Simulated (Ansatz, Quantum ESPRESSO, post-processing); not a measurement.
# From contact to tunnelling: vacuum gaps between two Na(100) faces, part 5 of 5

Wanted: T at the Fermi level along a series, and its decay constant, for vacuum gaps between two Na(100) faces.

Quantum ESPRESSO 7.5; plane-wave DFT, LDA, GBRV ultrasoft pseudopotentials; cross-check by Ansatz 0.2.0 with PAW datasets.

So far. Step 12 (The open system, 8 Å): T goes from 0.0389 to 0.00948, a factor of 4.1. Step 13 (Cross-check with Ansatz, 8 Å): Ansatz finds T = 0.00935 against pwcond's 0.00948.

## 15. Transmission with pwcond.x, 9 Å

Level of this step: transmission by pwcond, lead and junction from one cell; plane-wave DFT, LDA, GBRV ultrasoft pseudopotentials (Quantum ESPRESSO).

j4.cond.in reads:

```
&inputcond
  outdir = './out'
  prefixt = 'j4.scf'
  tran_file = 'j4.cond.dat'
  bdl = 1.0000000000
  bds = 9.6428571429
  ikind = 1
  ewind = 4.0
  epsproj = 1e-05
  nz1 = 7
  energy0 = 0.4
  denergy = -0.4
/
15
  0.00000000 0.00000000 0.01562500
  0.00000000 0.12500000 0.06250000
  0.00000000 0.25000000 0.06250000
  0.00000000 0.37500000 0.06250000
  0.00000000 0.50000000 0.03125000
  0.12500000 0.12500000 0.06250000
  0.12500000 0.25000000 0.12500000
  0.12500000 0.37500000 0.12500000
  0.12500000 0.50000000 0.06250000
  0.25000000 0.25000000 0.06250000
  0.25000000 0.37500000 0.12500000
  0.25000000 0.50000000 0.06250000
  0.37500000 0.37500000 0.06250000
  0.37500000 0.50000000 0.06250000
  0.50000000 0.50000000 0.01562500
3
```

Started as:

```console
> OMP_NUM_THREADS=1 mpirun -n 4 pwcond.x -in j4.cond.in > j4.cond.out
```

Numbers of over 12 decimals in the logs are rounded to 6 here.

What it wrote:

```text
[banner, memory and clock lines left out]
Program PWCOND v.7.5 starts
[citation notice left out]

[...]
./out/j4.scf.save/

     IMPORTANT: XC functional enforced from input :
     Exchange-correlation= PZ
                           (   1   1   0   0   0   0   0)
     Any further DFT definition will be discarded
     Please, verify this is what you really want

     Reading collected, re-writing distributed wavefunctions

===== INPUT FILE containing all the regions =====

     GEOMETRY:

     lattice parameter (alat)  =       7.9368  a.u.
[...]
Nchannels of the left tip =            0
 Right moving states:
   k1(2pi/a)   k2(2pi/a)   E-Ef (eV)
 Left moving states:
   k1(2pi/a)   k2(2pi/a)   E-Ef (eV)

 to transmit
          E-Ef(ev), T =    0.0000000   0.0000000
---  E-Ef =   -0.4000000  k =    0.5000000   0.5000000
---  ie =          3  ik =         15
 Nchannels of the left tip =            0
 Right moving states:
   k1(2pi/a)   k2(2pi/a)   E-Ef (eV)
 Left moving states:
   k1(2pi/a)   k2(2pi/a)   E-Ef (eV)

 to transmit
          E-Ef(ev), T =   -0.4000000   0.0000000
   T_tot     0.40000      0.11512E-01
   T_tot     0.00000      0.39936E-02
   T_tot    -0.40000      0.13313E-02

[...]
```

The job ended after 2 min (4 MPI ranks of Arm Neoverse V2, shared host; peak memory 0.34 GiB).

Numbers from this step:

```
transmission at the Fermi level, one spin : 0.001997
conductance                               : 0.001997 G₀
```

Per spin; mean over the k mesh across the current. Transmission, zone mean against energy, zero at the Fermi level:

```csv
energy (eV),"transmission, zone mean"
-0.400,6.7e-4
0.000,0.00200
0.400,0.00576
```

T goes from 0.00948 to 0.00200, a factor of 4.7.

## 16. Cross-check with Ansatz, 9 Å

Level of this step: plane-wave DFT, LDA, Ansatz PAW (Ansatz 0.2.0).

input.yaml reads:

```yaml
crystal:
  lattice:
    - [4.2, 0.0, 0.0]
    - [0.0, 4.2, 0.0]
    - [0.0, 0.0, 40.5]
  atoms:
    - { symbol: Na, position: [0.0, 0.0, 0.0] }
    - { symbol: Na, position: [0.5, 0.5, 0.0518518519] }
    - { symbol: Na, position: [0.0, 0.0, 0.1037037037] }
    - { symbol: Na, position: [0.5, 0.5, 0.1555555556] }
    - { symbol: Na, position: [0.0, 0.0, 0.2074074074] }
    - { symbol: Na, position: [0.5, 0.5, 0.2592592593] }
    - { symbol: Na, position: [0.0, 0.0, 0.3111111111] }
    - { symbol: Na, position: [0.5, 0.5, 0.362962963] }
    - { symbol: Na, position: [0.0, 0.0, 0.5851851852] }
    - { symbol: Na, position: [0.5, 0.5, 0.637037037] }
    - { symbol: Na, position: [0.0, 0.0, 0.6888888889] }
    - { symbol: Na, position: [0.5, 0.5, 0.7407407407] }
    - { symbol: Na, position: [0.0, 0.0, 0.7925925926] }
    - { symbol: Na, position: [0.5, 0.5, 0.8444444444] }
    - { symbol: Na, position: [0.0, 0.0, 0.8962962963] }
    - { symbol: Na, position: [0.5, 0.5, 0.9481481481] }
kpoints:
  mp_grid: { grid: [6, 6, 1] }
hamiltonian:
  xc: lda
scf:
  occupations: { method: fermi_dirac, width: 0.1 }
  convergence: { dr2_threshold: 1.0e-08 }
output:
  transmission: { leads: [[0, 2]], e_range: [-0.4, 0.4], de: 0.4, kmesh: [8, 8] }
  write_potential: true
  write_density: true
  volumetric_format: npy
```

Started as:

```console
> ansatz run input.yaml --threads 4 --pin off --max-ram 8192MiB --backend cpu --events-out ev --progress --plain --runs-dir out
```

What it wrote:

```text
[...]
Crystal: 16 atoms, lattice volume = 714.420 Å³
Basis set: ecut = 420 eV, 13803 PW (Γ)
Bands: 88, of which v1, the nominal top of the filled ones, is band 72 counted from 1 (71 counted from 0)
Symmetry: 16 space group operations
[...]
k-points: 10 of 36
[...]
k-point 9: bands = [... 68 lower, 1.8908, 1.8908, 2.0793, 2.0793, 2.0837, 2.0837, 2.1710, 2.1710, ... 12 higher]
--- Transmission ---
  basis      : 149 plane waves across, 54 finite elements along
  points     : 15, standing for a mesh of 8 x 8
[...]
channels       : 1.078125e0 a spin
[...]
slowest decay  : 0.1337 /Å at (0.5000, 0.3750)
  junction   : crystal 0 to crystal 0, -0.35 to 35.95 Å
    transmission   : 2.003785e-3 a spin
[...]
[key lines of the parts left out:]
SCF converged after 8 iterations
Free energy (F): -23465.155770 eV
Fermi energy:    0.859194 eV
```

Run time: 43 s. Hardware: 4 threads; peak memory 1.7 GiB; 2.7 min of CPU time.

Numbers from this step:

* free energy: -23465.1558 eV
* energy at zero smearing: -23465.0255 eV
* smearing term TS: 0.2606 eV
* Fermi energy: 0.8592 eV
* transmission at the Fermi level, one spin: 0.002004

Per spin; mean over the k mesh across the current. Transmission, zone mean against energy, zero at the Fermi level:

```csv
energy (eV),"transmission, zone mean"
-0.400,6.8e-4
0.000,0.00200
0.400,0.00578
```

Ansatz finds T = 0.00200 against pwcond's 0.00200.

## 17. The series side by side

All levels:

```
level  T by pwcond  T by Ansatz  lead channels  CPU time (s)
  5 Å       0.3224       0.3195          1.078         785.8
  6 Å       0.1296       0.1271          1.078         810.5
  7 Å      0.03889      0.03841          1.078         880.5
  8 Å     0.009482      0.00935          1.078         927.4
  9 Å     0.001997     0.002004          1.078         900.8
```

## 18. A check by hand

For the narrowest barrier, the Landauer sum over the mesh, Σ w T = 0.1250 × 0.538 + 0.0625 × 0.744 + 0.0625 × 0.699 + … = 0.3224.

G = 0.322 × 77.48 µS = 25 µS a cell. Times the area of 17.640 Å², the resistance-area product is A/G = 7.06 fΩ m², the leads' contact resistance included.

Free electrons at 1 an atom (2 atoms in 74.1 Å³) have k_F = 0.928 1/Å and offer A k_F²/4π = 1.21 channels per spin; the lead has 1.08 on this mesh.

κ = ln(T₁/T₂)/(2Δd) = ln(0.009482/0.001997)/(2 × 1 Å) = 0.78 1/Å.

## 19. Results

```
conductance a cell at 5 Å                 : 0.322 G₀
conductance a cell at 6 Å                 : 0.130 G₀
conductance a cell at 7 Å                 : 0.0389 G₀
conductance a cell at 8 Å                 : 0.00948 G₀
conductance a cell at 9 Å                 : 0.00200 G₀
fall of ln T per Å over the last interval : 1.56
```

The conductance goes from 0.322 G₀ at 5 Å to 0.00200 G₀ at 9 Å (LDA, GBRV ultrasoft). Interval by interval ln T falls by 0.91, 1.20, 1.41 and 1.56 per Å. The last interval gives κ = 0.78 1/Å in T ∝ exp(−2κd), an apparent barrier of (κ/0.512)² = 2.3 eV. Ansatz follows the series within a factor of 1.02. Points with over 2.5 times the mean carry up to 65 % of T, so the means lean on few points, and the mesh was not tested. The geometries are as built, not relaxed, and the leads are short. Semilocal functionals lack the image potential in a vacuum gap.

[Logs are printed without paths, hosts, clocks, repeated set-up lines and the standing remarks that a program may print on its own settings, such as how far it seeks lower states.]

[Hosts, paths, dates, database ids (printed as entryN), source tags and the programs' standing remarks are cut or masked in the printed files.]

[Maps of the electrostatic potential energy from Ansatz leave out the sawtooth potential of an applied field or a dipole correction, so their vacuum need not be flat; planar profiles and work functions include it.]
